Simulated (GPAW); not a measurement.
# A Fe chain with one Au atom in line: relaxation, then transmission at several levels, part 2 of 2

Aim: the conductance of a Fe chain with one Au atom in line after relaxation, and whether geometry, basis or functional moves it most.

GPAW 26.7.0; GPAW LCAO, PAW setups; relaxation of the junction within the symmetry of its start, lead ends held (the session's first sound run).

So far, conductance (G₀): step 3 (GPAW, dzp) 1.04; step 4 (basis szp(dzp)) 1.07.

### Step 5. GPAW, sz: basis = "sz(dzp)"

Level of this step: GPAW LCAO, PAW setups; Landauer transmission from Green's functions with principal layers (ASE), zero bias (GPAW).

One function for each valence shell of the setup, as for a first survey of a large system.

run.py reads:

```python
import json
import numpy as np
from ase import Atoms
from ase.transport.calculators import TransportCalculator
from gpaw import GPAW, FermiDirac
from gpaw.lcao.tools import get_lcao_hamiltonian
from scipy.linalg import eigh

# The junction with lead layers at both ends, along the third cell vector
device = Atoms(
    ['Fe', 'Fe', 'Fe', 'Fe', 'Fe', 'Fe', 'Au', 'Fe', 'Fe', 'Fe', 'Fe', 'Fe', 'Fe'],
    positions=[
        [4.50000, 4.50000, 1.13000],
        [4.50000, 4.50000, 3.39000],
        [4.50000, 4.50000, 5.65000],
        [4.50000, 4.50000, 7.91000],
        [4.50000, 4.50000, 10.17000],
        [4.50000, 4.50000, 12.32530],
        [4.50000, 4.50000, 14.79610],
        [4.50000, 4.50000, 17.26690],
        [4.50000, 4.50000, 19.42220],
        [4.50000, 4.50000, 21.68220],
        [4.50000, 4.50000, 23.94220],
        [4.50000, 4.50000, 26.20220],
        [4.50000, 4.50000, 28.46220]],
    cell=[[9.0, 0.0, 0.0], [0.0, 9.0, 0.0], [0.0, 0.0, 29.5922]],
    pbc=True,
    magmoms=[3.0, 3.0, 3.0, 3.0, 3.0, 3.0, 0.0, 3.0, 3.0, 3.0, 3.0, 3.0, 3.0])

# One principal layer of the lead: the first 3 atoms of the device
lead = Atoms(
    ['Fe', 'Fe', 'Fe'],
    positions=[
        [4.50000, 4.50000, 1.13000],
        [4.50000, 4.50000, 3.39000],
        [4.50000, 4.50000, 5.65000]],
    cell=[[9.0, 0.0, 0.0], [0.0, 9.0, 0.0], [0.0, 0.0, 6.78]],
    pbc=True,
    magmoms=[3.0, 3.0, 3.0])

settings = dict(mode='lcao', basis='sz(dzp)', xc='PBE', h=0.18,
                occupations=FermiDirac(0.1), maxiter=250,
                mixer=dict(beta=0.05, nmaxold=8, weight=100.0),
                convergence=dict(density=0.0001))
energies = np.arange(-2, 2 + 1e-9, 0.025)
eta = 0.0001
n1, n2 = 1, 1
# k and -k transmit alike, so half of the mesh across the current serves
mesh = [(i, j) for i in range(n1) for j in range(n2) if (i, j) <= (-i % n1, -j % n2)]
weights = np.array([1 if (i, j) == (-i % n1, -j % n2) else 2 for i, j in mesh]) / (n1 * n2)

# [... helper functions left out ...]
fermi_lead = ground_state(lead, (1, 1, 17), 'lead.txt')
fermi_device = ground_state(device, (1, 1, 3), 'device.txt')
# [... loop over the mesh left out, but for ...]
        # Shift the lead onto the potential of the device's first layer
        shift = ((H[:, 0, 0] - H0[:, 0, 0]) / S0[0, 0]).real.mean()
# [...]
kT = 8.617333e-5 * 300
bias = [0.1, 0.2, 0.5, 1.0, 1.5, 2.0]
# [... integrals and printing left out ...]
```

On the command line:

```sh
$ OMP_NUM_THREADS=1 OPENBLAS_NUM_THREADS=1 python run.py
```

What it wrote:

```text
basis functions: device 78, principal layer 18
Fermi level: lead 0.2384 eV, device -0.1310 eV; lead shifted by 0.0297 eV
largest coupling past the next layer 5.86e-05 eV, largest misfit of the first layer 0.085 eV
  E-E_F (eV)   T up        T down      [channel counts left out]
    -2.000    1.7032e+00  8.5594e-01
    -1.975    1.6936e+00  8.5413e-01
    -1.950    1.6880e+00  8.5250e-01
[...]
1.975    9.8921e-01  1.1878e+00
     2.000    9.8951e-01  9.6162e-01
conductance at 300 K: 1.1076 G0 a cell; thermopower 0.7296 uV/K
current from the zero-bias T(E) at 0.1 V: 8.5808 uA
current from the zero-bias T(E) at 0.2 V: 17.159 uA
current from the zero-bias T(E) at 0.5 V: 42.92 uA
current from the zero-bias T(E) at 1.0 V: 84.72 uA
current from the zero-bias T(E) at 1.5 V: 123.95 uA
current from the zero-bias T(E) at 2.0 V: 161.15 uA
```

The job ended after 2.2 min (1 thread of Arm Neoverse V1, shared host; peak memory 1.6 GiB).

Numbers from this step:

| Item | Value |
| --- | --- |
| conductance | 1.108 G₀ |
| largest coupling past the next principal layer | 5.86e-5 eV |
| largest misfit of the first principal layer | 0.08451 eV |
| shift that aligns the lead | 0.02973 eV |
| basis functions of the junction | 78 |
| basis functions of a principal layer | 18 |
| transmission at the Fermi level, spin up | 0.9544 |
| transmission at the Fermi level, spin down | 1.262 |

Each spin. The transmission, zone mean by energy, zero at the Fermi level:

```
energy (eV)  T, spin up  T, spin down
     -2.000        1.70         0.856
     -1.900        1.69         0.850
     -1.800        1.71         0.846
     -1.700        1.75         0.844
     -1.600        1.89         0.843
     -1.500       0.758         0.842
     -1.400        1.61         0.841
     -1.300        2.03         0.847
     -1.200        2.91         0.905
     -1.100       0.910          1.21
     -1.000       0.925          1.26
     -0.900       0.925          1.33
     -0.800       0.927          1.30
     -0.700       0.930          1.24
     -0.600       0.934          1.20
     -0.500       0.937          1.21
     -0.400       0.941          1.24
     -0.300       0.945          1.27
     -0.200       0.948          1.29
     -0.100       0.951          1.28
      0.000       0.954          1.26
      0.100       0.957          1.23
      0.200       0.960          1.24
      0.300       0.962          1.20
      0.400       0.964          1.15
      0.500       0.967          1.12
      0.600       0.969          1.06
      0.700       0.970         0.846
      0.800       0.972         0.108
      0.900       0.974          1.09
      1.000       0.976         0.728
      1.100       0.977         0.599
      1.200       0.979         0.571
      1.300       0.980         0.582
      1.400       0.982         0.608
      1.500       0.983         0.641
      1.600       0.984         0.679
      1.700       0.986         0.729
      1.800       0.987         0.828
      1.900       0.988          1.09
      1.950       0.989          1.25
      2.000       0.990         0.962
```

The conductance, 1.11 G₀, lies 6.3 % above that of the dzp run.

### Step 6. revPBE in the dzp basis: xc = "revPBE"

Back in the dzp basis, the functional changes from PBE to revPBE, to set the spread between functionals beside that between bases.

run.py: that of step 5 with these lines changed.

```diff
@@ -40,3 +40,3 @@
 
-settings = dict(mode='lcao', basis='sz(dzp)', xc='PBE', h=0.18,
+settings = dict(mode='lcao', basis='dzp', xc='revPBE', h=0.18,
                 occupations=FermiDirac(0.1), maxiter=250,
```

What it wrote:

```text
basis functions: device 195, principal layer 45
Fermi level: lead -1.5892 eV, device -1.7449 eV; lead shifted by 0.0110 eV
largest coupling past the next layer 6.15e-05 eV, largest misfit of the first layer 0.183 eV
  E-E_F (eV)   T up        T down      [channel counts left out]
    -2.000    1.8840e+00  8.5658e-01
    -1.975    1.8567e+00  8.4849e-01
    -1.950    1.8335e+00  8.4129e-01
[...]
1.975    9.8755e-01  9.0871e-01
     2.000    9.8771e-01  9.1221e-01
conductance at 300 K: 1.0269 G0 a cell; thermopower 0.732 uV/K
current from the zero-bias T(E) at 0.1 V: 7.9587 uA
current from the zero-bias T(E) at 0.2 V: 15.929 uA
current from the zero-bias T(E) at 0.5 V: 39.959 uA
current from the zero-bias T(E) at 1.0 V: 80.374 uA
current from the zero-bias T(E) at 1.5 V: 121.14 uA
current from the zero-bias T(E) at 2.0 V: 162 uA
```

Run time: 5.5 min. Hardware: 1 thread; peak memory 1.7 GiB.

This step gave:

| Property | Result |
| --- | --- |
| conductance | 1.027 G₀ |
| largest coupling past the next principal layer | 6.15e-5 eV |
| largest misfit of the first principal layer | 0.1828 eV |
| shift that aligns the lead | 0.01099 eV |
| basis functions of the junction | 195 |
| basis functions of a principal layer | 45 |
| transmission at the Fermi level, spin up | 0.9663 |
| transmission at the Fermi level, spin down | 1.086 |

The conductance, 1.03 G₀, lies 1.4 % below that of the dzp run.

### Step 7. The structure as built: geometry = "as built"

The dzp basis with PBE on the structure as first built shows what the relaxation was worth.

run.py: that of step 6 with these lines changed.

```diff
@@ -17,5 +17,5 @@
         [4.50000, 4.50000, 10.17000],
-        [4.50000, 4.50000, 12.32530],
+        [4.50000, 4.50000, 12.43000],
         [4.50000, 4.50000, 14.79610],
-        [4.50000, 4.50000, 17.26690],
+        [4.50000, 4.50000, 17.16220],
         [4.50000, 4.50000, 19.42220],
@@ -40,3 +40,3 @@
 
-settings = dict(mode='lcao', basis='dzp', xc='revPBE', h=0.18,
+settings = dict(mode='lcao', basis='dzp', xc='PBE', h=0.18,
                 occupations=FermiDirac(0.1), maxiter=250,
```

What it wrote:

```text
basis functions: device 195, principal layer 45
Fermi level: lead -1.7343 eV, device -1.8500 eV; lead shifted by 0.0012 eV
largest coupling past the next layer 5.77e-05 eV, largest misfit of the first layer 0.137 eV
  E-E_F (eV)   T up        T down      [channel counts left out]
    -2.000    2.8135e+00  8.0947e-01
    -1.975    2.7794e+00  8.0976e-01
    -1.950    2.7469e+00  8.1016e-01
[...]
1.975    9.9412e-01  9.4698e-01
     2.000    9.9424e-01  9.4801e-01
conductance at 300 K: 1.3638 G0 a cell; thermopower 0.4353 uV/K
current from the zero-bias T(E) at 0.1 V: 10.565 uA
current from the zero-bias T(E) at 0.2 V: 21.124 uA
current from the zero-bias T(E) at 0.5 V: 52.44 uA
current from the zero-bias T(E) at 1.0 V: 102.62 uA
current from the zero-bias T(E) at 1.5 V: 150.25 uA
current from the zero-bias T(E) at 2.0 V: 195.33 uA
```

The job ended after 8.4 min (1 thread; peak memory 1.7 GiB).

Numbers from this step:

```yaml
conductance: 1.364 G₀
largest_coupling_past_the_next_principal_layer: 5.77e-5 eV
largest_misfit_of_the_first_principal_layer: 0.1368 eV
shift_that_aligns_the_lead: 0.001246 eV
transmission_at_the_fermi_level_spin_up: 0.9819
transmission_at_the_fermi_level_spin_down: 1.747
```

The conductance, 1.36 G₀, lies 31 % above that of the dzp run.

### Step 8. Cost and result by level

Times are for 1 thread of Arm Neoverse V1, shared host. The series side by side:

```
no.         run  conductance (G₀)     time  memory (GiB)
  1         dzp             1.042  5.8 min           1.7
  2         szp             1.073  2.3 min           1.7
  3          sz             1.108  2.2 min           1.6
  4  dzp revPBE             1.027  5.5 min           1.7
  5     asbuilt             1.364  8.4 min           1.7
```

### Step 9. Comparison

The curves are compared point by point over the common energies.

This step: comparison of transmission and cost over codes, levels and geometry (GPAW 26.7.0).

Ladder, by row:

```
      step  code  T at the Fermi level (sum over the listed spins)  conductance (G0)  r.m.s. T(E) from the first  wall time (s)  peak memory (GiB)  threads
       dzp  GPAW                                             2.082             1.042                           0          350.8               1.72        1
       szp  GPAW                                             2.147             1.073                      0.3249          135.2                1.7        1
        sz  GPAW                                             2.216             1.108                      0.3872          131.7               1.65        1
dzp-revPBE  GPAW                                             2.053             1.027                      0.2209          328.5               1.72        1
   asbuilt  GPAW                                             2.729             1.364                      0.5083          501.6               1.72        1
```

Transmission, zone mean, sum over the listed spins against energy, zero at the Fermi level:

```
energy (eV)   dzp   szp    sz  dzp-revPBE  asbuilt
     -2.000  2.80  2.53  2.56        2.74     3.62
     -1.800  2.59  2.53  2.55        2.56     3.38
     -1.600  2.57  2.60  2.73        2.57     3.14
     -1.425  2.70  2.97  2.30        2.77     2.88
     -1.400  2.74  2.12  2.46        2.82     2.83
     -1.275  3.09  2.77  3.16        3.67     2.45
     -1.225  3.70  2.95  3.78        3.36     2.34
     -1.200  3.24  3.07  3.81        3.60     2.26
     -1.175  3.43  3.22  3.69        4.04     2.24
     -1.125  4.10  3.60  2.44        2.10     2.16
     -1.100  2.13  3.78  2.12        2.09     1.94
     -1.000  2.12  2.16  2.19        2.08     2.01
     -0.800  2.17  2.23  2.23        2.13     2.19
     -0.600  2.16  2.11  2.14        2.14     2.38
     -0.400  2.15  2.13  2.18        2.14     2.56
     -0.200  2.12  2.17  2.24        2.11     2.71
      0.000  2.08  2.15  2.22        2.05     2.73
      0.200  2.07  2.15  2.20        2.03     2.65
      0.400  2.06  2.07  2.11        2.04     2.59
      0.600  2.07  2.06  2.03        2.06     2.56
      0.800  2.10  2.09  1.08        2.09     2.55
      1.000  2.14  1.09  1.70        2.13     2.51
      1.200  2.18  1.61  1.55        2.17     2.47
      1.400  2.25  1.69  1.59        2.25     2.39
      1.600  2.14  1.83  1.66        2.18     2.23
      1.800  2.26  2.04  1.81        2.24     2.07
      1.875  2.38  2.17  1.99        2.51     2.01
      2.000  1.90  2.19  1.95        1.90     1.94
```

### Step 10. Smearing 0.3

Smearing helps the SCF of a metal converge, but it blurs occupations at band edges near the Fermi level.

This step: GPAW LCAO, PAW setups; Landauer transmission from Green's functions with principal layers (ASE), zero bias (GPAW 26.7.0).

run.py: that of step 7 with these lines changed.

```diff
@@ -17,5 +17,5 @@
         [4.50000, 4.50000, 10.17000],
-        [4.50000, 4.50000, 12.43000],
+        [4.50000, 4.50000, 12.32530],
         [4.50000, 4.50000, 14.79610],
-        [4.50000, 4.50000, 17.16220],
+        [4.50000, 4.50000, 17.26690],
         [4.50000, 4.50000, 19.42220],
@@ -41,3 +41,3 @@
 settings = dict(mode='lcao', basis='dzp', xc='PBE', h=0.18,
-                occupations=FermiDirac(0.1), maxiter=250,
+                occupations=FermiDirac(0.3), maxiter=250,
                 mixer=dict(beta=0.05, nmaxold=8, weight=100.0),
```

What it wrote:

```text
basis functions: device 195, principal layer 45
Fermi level: lead -1.7753 eV, device -1.9299 eV; lead shifted by 0.0031 eV
largest coupling past the next layer 5.77e-05 eV, largest misfit of the first layer 0.013 eV
  E-E_F (eV)   T up        T down      [channel counts left out]
    -2.000    2.0223e+00  8.7018e-01
    -1.975    1.9763e+00  8.6115e-01
    -1.950    1.9341e+00  8.5313e-01
    -1.925    1.8956e+00  8.4600e-01
    -1.900    1.8609e+00  8.3966e-01
    -1.875    1.8299e+00  8.3402e-01
    -1.850    1.8027e+00  8.2901e-01
    -1.825    1.7797e+00  8.2454e-01
    -1.800    1.7727e+00  8.2057e-01
    -1.775    1.7281e+00  8.1705e-01
    -1.750    1.7165e+00  8.1392e-01
    -1.725    1.7049e+00  8.1114e-01
    -1.700    1.6407e+00  8.0869e-01
    -1.675    1.6822e+00  8.0653e-01
    -1.650    1.6763e+00  8.0464e-01
    -1.625    1.6718e+00  8.0299e-01
[...]
1.825    9.8666e-01  1.2208e+00
     1.850    9.8686e-01  1.2349e+00
     1.875    9.8706e-01  1.2470e+00
     1.900    9.8726e-01  1.2550e+00
     1.925    9.8745e-01  1.2552e+00
     1.950    9.8763e-01  1.2418e+00
     1.975    9.8781e-01  1.2051e+00
     2.000    9.8799e-01  1.1295e+00
conductance at 300 K: 1.0252 G0 a cell; thermopower 0.1115 uV/K
current from the zero-bias T(E) at 0.1 V: 7.9437 uA
current from the zero-bias T(E) at 0.2 V: 15.89 uA
current from the zero-bias T(E) at 0.5 V: 39.798 uA
current from the zero-bias T(E) at 1.0 V: 79.979 uA
current from the zero-bias T(E) at 1.5 V: 120.6 uA
current from the zero-bias T(E) at 2.0 V: 163.11 uA
```

Elapsed: 2.6 min, on 1 thread; peak memory 1.7 GiB.

The run finished with changed settings (width = 0.3); it serves as a test.

Side by side:

```
                                           quantity   this run  sound run  difference
                                   conductance (G₀)     1.0252     1.0419     -0.0167
largest coupling past the next principal layer (eV)   5.770e-5   5.770e-5      4.1e-9
   largest misfit of the first principal layer (eV)   0.012861    0.12789      -0.115
                    shift that aligns the lead (eV)  0.0031485  0.0021366     0.00101
           transmission at the Fermi level, spin up    0.96395    0.96720    -0.00326
         transmission at the Fermi level, spin down     1.0861     1.1151     -0.0290
```

The two runs differ clearly in the largest misfit of the first principal layer: 0.0129 eV against 0.128 eV.

### Step 11. What came out

```
conductance                                        : 1.04 G₀
transmission at the Fermi level, mean of the spins : 1.04
```

What this shows: In the dzp basis the junction conducts 1.04 G₀ at 300 K, with T = 1.04 as the mean of the two spins at the Fermi level; the sz basis reaches that conductance within 10 %. Relaxation moved atoms by up to 0.10 Å and took the conductance from 1.36 to 1.04 G₀, as a ratio a larger change than the step from dzp to the minimal basis. Measured against the first run (dzp), the nearest curve is that of dzp-revPBE (r.m.s. 0.22) and the farthest that of asbuilt (0.51). Over the compared runs wall time goes from 132 s (sz) to 502 s (asbuilt), on a shared host. The leads kept an estimated spacing and the cell its length, so the junction may be under some tension or compression. The geometry comes from the orbital basis, which tends to overbind, and kept the symmetry of the start, so a structure of lower symmetry may lie lower. Spin-orbit coupling is left out, which matters for the heavy atoms here. The moments started parallel, and no other order was tried; chains of Cr or Mn atoms, among others, may prefer antiparallel neighbours. An evenly spaced straight chain is an idealisation: free chains tend to dimerise, zigzag or, where a band edge lies near the Fermi level, turn magnetic. The currents use the zero-bias T(E) throughout, which holds only while the bias is small against the distance to the nearest feature. One magnetic start was tried; another order may lie lower. The thermopower isn't quoted: it samples T(E) farther from the Fermi level than the conductance does, and the energy grid wasn't tested for it.

[Logs are printed without paths, hosts, clocks, repeated set-up lines and the standing remarks that a program may print on its own settings, such as how far it seeks lower states.]

[Hosts, paths, dates, database ids (printed as entryN), source tags and the programs' standing remarks are cut or masked in the printed files.]
